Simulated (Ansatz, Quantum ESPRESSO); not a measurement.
# Predicting the next point of a tunnelling series: a Pt chain with one bond drawn out

Method. Quantum ESPRESSO 7.5 (pw.x, pwcond.x), PBE, GBRV ultrasoft; geometry as built. T is the transmission per spin at the Fermi level. The series steps the stretch of one bond.

```
added stretch (Å)      T
              0.3   3.81
              0.8   2.38
              1.4  0.799
```

One more run was made and is withheld. What is T at 2.2 Å?

**Fit.** These rows are near contact, where ln T need not fall linearly; take a line all the same. The last two rows give a slope of ln(2.38/0.799)/(1.4 − 0.8) = 1.819 per Å, so T(2.2) ≈ 0.799 × exp(−1.819 × 0.8) = 0.186.

**The withheld run.** T = 0.15; the estimate is 1.24 times that. The slope over the last interval is 2.089: steeper than before. A second code, Ansatz 0.2.0, gives 0.142.

**Limits.** Short leads, unrelaxed atoms, a barrier without the image potential.

[Logs are printed without paths, hosts, clocks, repeated set-up lines and the standing remarks that a program may print on its own settings, such as how far it seeks lower states.]
